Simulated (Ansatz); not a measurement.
## Work function of Sc(0001): what the settings cost and change

How thick a slab and how much vacuum does the work function of Sc(0001) need?

Program: Ansatz 0.2.0. Level of theory: plane-wave DFT, PBE, Ansatz PAW. Values are calculated unless marked as measured.

Report form: inputs, costs, results and the conclusion, without the logs.

## Step 1: Set-up

The cell holds 1 atom: 1 Sc. Its edges and angles: a = 3.310 Å, b = 3.310 Å, c = 18.000 Å, α = 90.0°, β = 90.0°, γ = 60.0°. Vacuum lies along c.

## Step 2: Run, setting 1 layer

A work function rests on the faint tail of the density, so the SCF threshold is tight. The slab grows from one layer, at fixed mesh and 18 Å of vacuum; then the vacuum is varied on one slab.

Input file input.yaml:

```yaml
crystal:
  lattice:
    - [3.31, 0.0, 0.0]
    - [1.655, 2.8665440865, 0.0]
    - [0.0, 0.0, 18.0]
  atoms:
    - { symbol: Sc, position: [0.6666666667, 0.6666666667, 0.5] }
kpoints:
  mp_grid: { grid: [14, 14, 1] }
hamiltonian:
  xc: pbe
scf:
  occupations: { method: fermi_dirac, width: 0.1 }
  convergence: { dr2_threshold: 1.0e-09 }
efield:
  axis: 3
  dipole_correction: true
  ramp_position: 0.97
  ramp_width: 0.06
output:
  write_potential: true
  write_density: true
  volumetric_format: npy
  elf: true
```

Started as:

```console
ansatz run input.yaml --threads 2 --pin off --max-ram 3072MiB --backend cpu --events-out ev --progress --plain --runs-dir out
```

Run time: 10 s. Hardware: 2 threads of Arm Neoverse N1, shared host; peak memory 0.4 GiB; 10 s of CPU time.

This step gave:

* energy at zero smearing: -2134.1211 eV
* work function, upper face: 3.636 eV

Running mean over 2.638 Å of the planar mean; the ramp of the sawtooth is left out. Table of electron's electrostatic potential energy less the Fermi level by z:

| z (Å) | electron's electrostatic potential energy less the Fermi level (eV) |
| --- | --- |
| 2.88 | 3.64 |
| 3.31 | 3.63 |
| 3.74 | 3.63 |
| 4.18 | 3.63 |
| 4.61 | 3.62 |
| 5.04 | 3.60 |
| 5.47 | 3.55 |
| 5.90 | 3.44 |
| 6.19 | 3.28 |
| 6.62 | 2.82 |
| 7.06 | 1.77 |
| 7.49 | -0.311 |
| 7.92 | -3.01 |
| 8.35 | -4.91 |
| 8.78 | -5.68 |
| 9.22 | -5.68 |
| 9.65 | -4.91 |
| 10.08 | -3.01 |
| 10.51 | -0.311 |
| 10.94 | 1.77 |
| 11.38 | 2.82 |
| 11.81 | 3.28 |
| 12.10 | 3.44 |
| 12.53 | 3.55 |
| 12.96 | 3.60 |
| 13.39 | 3.62 |
| 13.82 | 3.63 |
| 14.26 | 3.63 |
| 14.69 | 3.63 |
| 15.12 | 3.64 |

Valence density in the ca plane at fractional y = 0.667, with atoms of Sc within 0.2 Å of it. It is the smooth field of the valence electrons, not physical close to the nuclei.

Ten steps, logarithmic in the rise over the least value, from '0' (0.0 e/Å³) to '9' (7.1 e/Å³), each cell a mean:
```
00000000000000000001356421000000000000000000
00000000000000000001689731000000000000000000
00000000000000000002799841000000000000000000
00000000000000000001589731000000000000000000
00000000000000000001355421000000000000000000
00000000000000000001122211000000000000000000
00000000000000000001122111000000000000000000
00000000000000000001122211000000000000000000
```
Columns run along c (18.0 Å), rows up along a (3.3 Å). Atoms in or near the plane, at fractional coordinates: Sc at (0.50, 0.67).

Electrostatic potential energy in the ca plane at fractional y = 0.667, with atoms of Sc within 0.2 Å of it. With pseudopotentials it is smooth inside the atoms' cores, unlike the true potential.

Ten even steps from '0' (-26 eV) to '9' (2 eV), each cell a mean:
```
99999999999999999997521368999999999999999999
99999999999999999986100047999999999999999999
99999999999999999985000027899999999999999999
99999999999999999986200047999999999999999999
99999999999999999998532478999999999999999999
99999999999999999999877889999999999999999999
99999999999999999999988899999999999999999999
99999999999999999999877789999999999999999999
```
Columns run along c (18.0 Å; values clipped at the 3rd and 97th percentile), rows up along a (3.3 Å). Atoms in or near the plane, at fractional coordinates: Sc at (0.50, 0.67).

ELF in the ca plane at fractional y = 0.667, with atoms of Sc within 0.2 Å of it. It is the smooth field of the valence electrons, not physical close to the nuclei.

Ten even steps from '0' (0.00) to '9' (0.70), each cell a mean:
```
00000000000000001211267411211000000000000000
00000000000000000000798930000000000000000000
00000000000000000001963940000000000000000000
00000000000000000000798930000000000000000000
00000000000000001221256411221000000000000000
00000000000000012455322345531000000000000000
00000000000000013577644577642000000000000000
00000000000000012454322235531000000000000000
```
Columns run along c (18.0 Å), rows up along a (3.3 Å). Atoms in or near the plane, at fractional coordinates: Sc at (0.50, 0.67).

The work function is 3.636 eV.

## Step 3: Slab, 2 atoms

System of this step: Sc(0001). The cell holds 2 atoms: 2 Sc. Its edges and angles: a = 3.310 Å, b = 3.310 Å, c = 20.638 Å, α = 90.0°, β = 90.0°, γ = 60.0°. Vacuum lies along c.

input.yaml, the sections that differ from step 2:

```yaml
crystal:
  lattice:
    - [3.31, 0.0, 0.0]
    - [1.655, 2.8665440865, 0.0]
    - [0.0, 0.0, 20.63807]
  atoms:
    - { symbol: Sc, position: [0.6666666667, 0.6666666667, 0.4360872892] }
    - { symbol: Sc, position: [0.0, 0.0, 0.5639127108] }
output:
  write_potential: true
  write_density: true
  volumetric_format: npy
# kpoints, hamiltonian, scf, efield: as in step 2
```

It took 19 s on 2 threads; peak memory 0.42 GiB.

The work function is 3.640 eV, +0.004 eV from the run “1 layer”, at 1.9 times its CPU time.

## Step 4: Run, 3 atoms

System of this step: Sc(0001). The cell holds 3 atoms: 3 Sc. Cell: a = 3.310 Å, b = 3.310 Å, c = 23.276 Å, α = 90.0°, β = 90.0°, γ = 60.0°. Vacuum lies along c.

input.yaml, the sections that differ from step 3:

```yaml
crystal:
  lattice:
    - [3.31, 0.0, 0.0]
    - [1.655, 2.8665440865, 0.0]
    - [0.0, 0.0, 23.27614]
  atoms:
    - { symbol: Sc, position: [0.0, 0.0, 0.3866620496] }
    - { symbol: Sc, position: [0.6666666667, 0.6666666667, 0.5] }
    - { symbol: Sc, position: [0.0, 0.0, 0.6133379504] }
# kpoints, hamiltonian, scf, efield, output: as in step 3
```

Wall time 33 s (2 threads); peak memory 0.47 GiB; 31 s of CPU time.

The work function is 3.641 eV, +0.002 eV from the run “2 layers”, at 1.6 times its CPU time.

## Step 5: Run, 4 atoms

System of this step: Sc(0001). The cell holds 4 atoms: 4 Sc. Its edges and angles: a = 3.310 Å, b = 3.310 Å, c = 25.914 Å, α = 90.0°, β = 90.0°, γ = 60.0°. Vacuum lies along c.

input.yaml, the sections that differ from step 4:

```yaml
crystal:
  lattice:
    - [3.31, 0.0, 0.0]
    - [1.655, 2.8665440865, 0.0]
    - [0.0, 0.0, 25.91421]
  atoms:
    - { symbol: Sc, position: [0.6666666667, 0.6666666667, 0.3472998019] }
    - { symbol: Sc, position: [0.0, 0.0, 0.449099934] }
    - { symbol: Sc, position: [0.6666666667, 0.6666666667, 0.550900066] }
    - { symbol: Sc, position: [0.0, 0.0, 0.6527001981] }
# kpoints, hamiltonian, scf, efield, output: as in step 4
```

Elapsed: 39 s, on 2 threads; peak memory 0.52 GiB.

The work function is 3.644 eV, +0.003 eV from the run “3 layers”, at 1.4 times its CPU time.

## Step 6: Run, 5 atoms

System of this step: Sc(0001). The cell holds 5 atoms: 5 Sc. Its edges and angles: a = 3.310 Å, b = 3.310 Å, c = 28.552 Å, α = 90.0°, β = 90.0°, γ = 60.0°. Vacuum lies along c.

input.yaml, the sections that differ from step 5:

```yaml
crystal:
  lattice:
    - [3.31, 0.0, 0.0]
    - [1.655, 2.8665440865, 0.0]
    - [0.0, 0.0, 28.55228]
  atoms:
    - { symbol: Sc, position: [0.0, 0.0, 0.3152112546] }
    - { symbol: Sc, position: [0.6666666667, 0.6666666667, 0.4076056273] }
    - { symbol: Sc, position: [0.0, 0.0, 0.5] }
    - { symbol: Sc, position: [0.6666666667, 0.6666666667, 0.5923943727] }
    - { symbol: Sc, position: [0.0, 0.0, 0.6847887454] }
# kpoints, hamiltonian, scf, efield, output: as in step 5
```

The job ended after 51 s (2 threads; peak memory 0.58 GiB; 61 s of CPU time).

The work function is 3.646 eV, +0.002 eV from the run “4 layers”, at 1.4 times its CPU time.

## Step 7: Run, 6 atoms

System of this step: Sc(0001). The cell holds 6 atoms: 6 Sc. Cell: a = 3.310 Å, b = 3.310 Å, c = 31.190 Å, α = 90.0°, β = 90.0°, γ = 60.0°. Vacuum lies along c.

input.yaml, the sections that differ from step 6:

```yaml
crystal:
  lattice:
    - [3.31, 0.0, 0.0]
    - [1.655, 2.8665440865, 0.0]
    - [0.0, 0.0, 31.19035]
  atoms:
    - { symbol: Sc, position: [0.6666666667, 0.6666666667, 0.2885507857] }
    - { symbol: Sc, position: [0.0, 0.0, 0.3731304714] }
    - { symbol: Sc, position: [0.6666666667, 0.6666666667, 0.4577101571] }
    - { symbol: Sc, position: [0.0, 0.0, 0.5422898429] }
    - { symbol: Sc, position: [0.6666666667, 0.6666666667, 0.6268695286] }
    - { symbol: Sc, position: [0.0, 0.0, 0.7114492143] }
# kpoints, hamiltonian, scf, efield, output: as in step 6
```

Run time: 83 s. Hardware: 2 threads; peak memory 0.68 GiB; 87 s of CPU time.

The work function is 3.647 eV, +0.001 eV from the run “5 layers”, at 1.4 times its CPU time.

## Step 8: Slab, 8 atoms

System of this step: Sc(0001). The cell holds 8 atoms: 8 Sc. Its edges and angles: a = 3.310 Å, b = 3.310 Å, c = 36.466 Å, α = 90.0°, β = 90.0°, γ = 60.0°. Vacuum lies along c.

input.yaml, the sections that differ from step 7:

```yaml
crystal:
  lattice:
    - [3.31, 0.0, 0.0]
    - [1.655, 2.8665440865, 0.0]
    - [0.0, 0.0, 36.46649]
  atoms:
    - { symbol: Sc, position: [0.6666666667, 0.6666666667, 0.2468019269] }
    - { symbol: Sc, position: [0.0, 0.0, 0.3191442335] }
    - { symbol: Sc, position: [0.6666666667, 0.6666666667, 0.3914865401] }
    - { symbol: Sc, position: [0.0, 0.0, 0.4638288467] }
    - { symbol: Sc, position: [0.6666666667, 0.6666666667, 0.5361711533] }
    - { symbol: Sc, position: [0.0, 0.0, 0.6085134599] }
    - { symbol: Sc, position: [0.6666666667, 0.6666666667, 0.6808557665] }
    - { symbol: Sc, position: [0.0, 0.0, 0.7531980731] }
# kpoints, hamiltonian, scf, efield, output: as in step 7
```

Elapsed: 2.4 min, on 2 threads; peak memory 0.88 GiB; 2.5 min of CPU time.

The work function is 3.647 eV, +0.000 eV from the run “6 layers”, at 1.7 times its CPU time.

## Step 9: Run, 10 atoms

System of this step: Sc(0001). The cell holds 10 atoms: 10 Sc. Cell: a = 3.310 Å, b = 3.310 Å, c = 41.743 Å, α = 90.0°, β = 90.0°, γ = 60.0°. Vacuum lies along c.

input.yaml, the sections that differ from step 8:

```yaml
crystal:
  lattice:
    - [3.31, 0.0, 0.0]
    - [1.655, 2.8665440865, 0.0]
    - [0.0, 0.0, 41.74263]
  atoms:
    - { symbol: Sc, position: [0.6666666667, 0.6666666667, 0.2156069227] }
    - { symbol: Sc, position: [0.0, 0.0, 0.2788053843] }
    - { symbol: Sc, position: [0.6666666667, 0.6666666667, 0.3420038459] }
    - { symbol: Sc, position: [0.0, 0.0, 0.4052023076] }
    - { symbol: Sc, position: [0.6666666667, 0.6666666667, 0.4684007692] }
    - { symbol: Sc, position: [0.0, 0.0, 0.5315992308] }
    - { symbol: Sc, position: [0.6666666667, 0.6666666667, 0.5947976924] }
    - { symbol: Sc, position: [0.0, 0.0, 0.6579961541] }
    - { symbol: Sc, position: [0.6666666667, 0.6666666667, 0.7211946157] }
    - { symbol: Sc, position: [0.0, 0.0, 0.7843930773] }
# kpoints, hamiltonian, scf, efield, output: as in step 8
```

Wall time 3 min (2 threads); peak memory 1.1 GiB; 3.9 min of CPU time.

The work function is 3.646 eV, -0.000 eV from the run “8 layers”, at 1.6 times its CPU time.

## Step 10: Slab, 13 atoms

System of this step: Sc(0001). The cell holds 13 atoms: 13 Sc. Cell: a = 3.310 Å, b = 3.310 Å, c = 49.657 Å, α = 90.0°, β = 90.0°, γ = 60.0°. Vacuum lies along c.

input.yaml, the sections that differ from step 9:

```yaml
crystal:
  lattice:
    - [3.31, 0.0, 0.0]
    - [1.655, 2.8665440865, 0.0]
    - [0.0, 0.0, 49.65684]
  atoms:
    - { symbol: Sc, position: [0.0, 0.0, 0.1812439132] }
    - { symbol: Sc, position: [0.6666666667, 0.6666666667, 0.2343699277] }
    - { symbol: Sc, position: [0.0, 0.0, 0.2874959422] }
    - { symbol: Sc, position: [0.6666666667, 0.6666666667, 0.3406219566] }
    - { symbol: Sc, position: [0.0, 0.0, 0.3937479711] }
    - { symbol: Sc, position: [0.6666666667, 0.6666666667, 0.4468739855] }
    - { symbol: Sc, position: [0.0, 0.0, 0.5] }
    - { symbol: Sc, position: [0.6666666667, 0.6666666667, 0.5531260145] }
    - { symbol: Sc, position: [0.0, 0.0, 0.6062520289] }
    - { symbol: Sc, position: [0.6666666667, 0.6666666667, 0.6593780434] }
    - { symbol: Sc, position: [0.0, 0.0, 0.7125040578] }
    - { symbol: Sc, position: [0.6666666667, 0.6666666667, 0.7656300723] }
    - { symbol: Sc, position: [0.0, 0.0, 0.8187560868] }
# kpoints, hamiltonian, scf, efield, output: as in step 9
```

It took 4.6 min on 2 threads; peak memory 1.6 GiB.

The work function is 3.647 eV, +0.000 eV from the run “10 layers”, at 1.7 times its CPU time.

## Step 11: Slab, 7 atoms

System of this step: Sc(0001). The cell holds 7 atoms: 7 Sc. Cell: a = 3.310 Å, b = 3.310 Å, c = 25.828 Å, α = 90.0°, β = 90.0°, γ = 60.0°. Vacuum lies along c.

input.yaml, the sections that differ from step 10:

```yaml
crystal:
  lattice:
    - [3.31, 0.0, 0.0]
    - [1.655, 2.8665440865, 0.0]
    - [0.0, 0.0, 25.82842]
  atoms:
    - { symbol: Sc, position: [0.0, 0.0, 0.1935852058] }
    - { symbol: Sc, position: [0.6666666667, 0.6666666667, 0.2957234705] }
    - { symbol: Sc, position: [0.0, 0.0, 0.3978617353] }
    - { symbol: Sc, position: [0.6666666667, 0.6666666667, 0.5] }
    - { symbol: Sc, position: [0.0, 0.0, 0.6021382647] }
    - { symbol: Sc, position: [0.6666666667, 0.6666666667, 0.7042765295] }
    - { symbol: Sc, position: [0.0, 0.0, 0.8064147942] }
# kpoints, hamiltonian, scf, efield, output: as in step 10
```

Run time: 51 s. Hardware: 2 threads; peak memory 0.66 GiB.

The work function is 3.617 eV. The program marks this work function as in doubt.

## Step 12: Slab, 7 atoms (run 2)

The cell differs from the one that the last finished run ended in (c 25.828 → 29.828 Å).

input.yaml, the sections that differ from step 11:

```yaml
crystal:
  lattice:
    - [3.31, 0.0, 0.0]
    - [1.655, 2.8665440865, 0.0]
    - [0.0, 0.0, 29.82842]
  atoms:
    - { symbol: Sc, position: [0.0, 0.0, 0.2346755209] }
    - { symbol: Sc, position: [0.6666666667, 0.6666666667, 0.3231170139] }
    - { symbol: Sc, position: [0.0, 0.0, 0.411558507] }
    - { symbol: Sc, position: [0.6666666667, 0.6666666667, 0.5] }
    - { symbol: Sc, position: [0.0, 0.0, 0.588441493] }
    - { symbol: Sc, position: [0.6666666667, 0.6666666667, 0.6768829861] }
    - { symbol: Sc, position: [0.0, 0.0, 0.7653244791] }
# kpoints, hamiltonian, scf, efield, output: as in step 11
```

Wall time 60 s (2 threads); peak memory 0.71 GiB.

The work function is 3.646 eV, +0.030 eV from the run “7 layers, 10 Å of vacuum”, at 1.2 times its CPU time.

## Step 13: Run, 7 atoms

The cell differs from the one that the last finished run ended in (c 29.828 → 41.828 Å).

input.yaml, the sections that differ from step 12:

```yaml
crystal:
  lattice:
    - [3.31, 0.0, 0.0]
    - [1.655, 2.8665440865, 0.0]
    - [0.0, 0.0, 41.82842]
  atoms:
    - { symbol: Sc, position: [0.0, 0.0, 0.3107934749] }
    - { symbol: Sc, position: [0.6666666667, 0.6666666667, 0.3738623166] }
    - { symbol: Sc, position: [0.0, 0.0, 0.4369311583] }
    - { symbol: Sc, position: [0.6666666667, 0.6666666667, 0.5] }
    - { symbol: Sc, position: [0.0, 0.0, 0.5630688417] }
    - { symbol: Sc, position: [0.6666666667, 0.6666666667, 0.6261376834] }
    - { symbol: Sc, position: [0.0, 0.0, 0.6892065251] }
# kpoints, hamiltonian, scf, efield, output: as in step 12
```

Run time: 81 s. Hardware: 2 threads; peak memory 0.9 GiB.

The work function is 3.647 eV, +0.001 eV from the run “7 layers, 14 Å of vacuum”, at 1.4 times its CPU time.

## Step 14: The series together

Times are for 2 threads of Arm Neoverse N1, shared host. The runs compared:

| no. | setting | work function, upper face (eV) | time | memory (GiB) |
| --- | --- | --- | --- | --- |
| 1 | 1 layer | 3.636 | 10 s | 0.4 |
| 2 | 2 layers | 3.640 | 19 s | 0.42 |
| 3 | 3 layers | 3.641 | 33 s | 0.47 |
| 4 | 4 layers | 3.644 | 39 s | 0.52 |
| 5 | 5 layers | 3.646 | 51 s | 0.58 |
| 6 | 6 layers | 3.647 | 83 s | 0.68 |
| 7 | 8 layers | 3.647 | 2.4 min | 0.88 |
| 8 | 10 layers | 3.646 | 3 min | 1.1 |
| 9 | 13 layers | 3.647 | 4.6 min | 1.6 |
| 10 | 7 layers, 10 Å of vacuum | 3.617 | 51 s | 0.66 |
| 11 | 7 layers, 14 Å of vacuum | 3.646 | 60 s | 0.71 |
| 12 | 7 layers, 26 Å of vacuum | 3.647 | 81 s | 0.9 |

## Step 15: Varying the input

System of this step: Sc(0001) monolayer. The cell holds 1 atom: 1 Sc. Its edges and angles: a = 3.310 Å, b = 3.310 Å, c = 18.000 Å, α = 90.0°, β = 90.0°, γ = 60.0°. Vacuum lies along c.

An input spoilt on purpose, to show how the run answers: it repeats the earlier run “1 layer” with efield.ramp_width from 0.06 to 0.9, and scf.max_iter set to 75; its output block differs too.

input.yaml, the sections that differ from step 13:

```yaml
crystal:
  lattice:
    - [3.31, 0.0, 0.0]
    - [1.655, 2.8665440865, 0.0]
    - [0.0, 0.0, 18.0]
  atoms:
    - { symbol: Sc, position: [0.6666666667, 0.6666666667, 0.5] }
scf:
  occupations: { method: fermi_dirac, width: 0.1 }
  convergence: { dr2_threshold: 1.0e-09 }
  max_iter: 75
efield:
  axis: 3
  dipole_correction: true
  ramp_position: 0.97
  ramp_width: 0.9
# kpoints, hamiltonian, output: as in step 13
```

Elapsed: 0.34 s, on 2 threads; peak memory 0.22 GiB; 0.33 s of CPU time.

The program refused the input before any cycle.

The program's message: “Error: efield: ion 0 (Sc) at fractional coordinate 0.5000 along the field axis lies inside the sawtooth ramp with 2 of the planes that the density is read on at each end, [0.9540, 0.8860] — the ramp m …”

The fault put into the input: a ramp so wide that it reaches the atoms.

## Step 16: Results

```json
{"work function, 6 layers": "3.647 eV", "work function, 13 layers": "3.647 eV", "work function, 7 layers, 10 Å of vacuum": "3.617 eV", "work function, 7 layers, 26 Å of vacuum": "3.647 eV"}
```

**Reading.** The thickest slab gives 3.65 eV, and the settings tried spread the value from 3.62 to 3.65 eV. At 18 Å of vacuum, the slabs from 1 layer on stay within 0.02 eV of the thickest. Going from 10 to 26 Å of vacuum moves it by 0.030 eV. The program marks the value as in doubt in “7 layers, 10 Å of vacuum”. The ladder's slabs use the tabulated experimental lattice constant (two decimals; a low-temperature value for the alkali metals). The main runs have no spin polarisation; a magnetic state could lie lower and would change these results. In 2 runs of the series (7 layers, 10 Å of vacuum and 7 layers, 14 Å of vacuum) the program warns that electrons reach the sawtooth's ramp, which makes dipole and work function less sure.

[Long decimals in the printed logs are rounded to 6 places.]

[Logs are printed without paths, hosts, clocks, repeated set-up lines and the standing remarks that a program may print on its own settings, such as how far it seeks lower states.]

[Hosts, paths, dates, database ids (printed as entryN), source tags and the programs' standing remarks are cut or masked in the printed files.]

[Maps of the electrostatic potential energy from Ansatz leave out the sawtooth potential of an applied field or a dipole correction, so their vacuum need not be flat; planar profiles and work functions include it.]
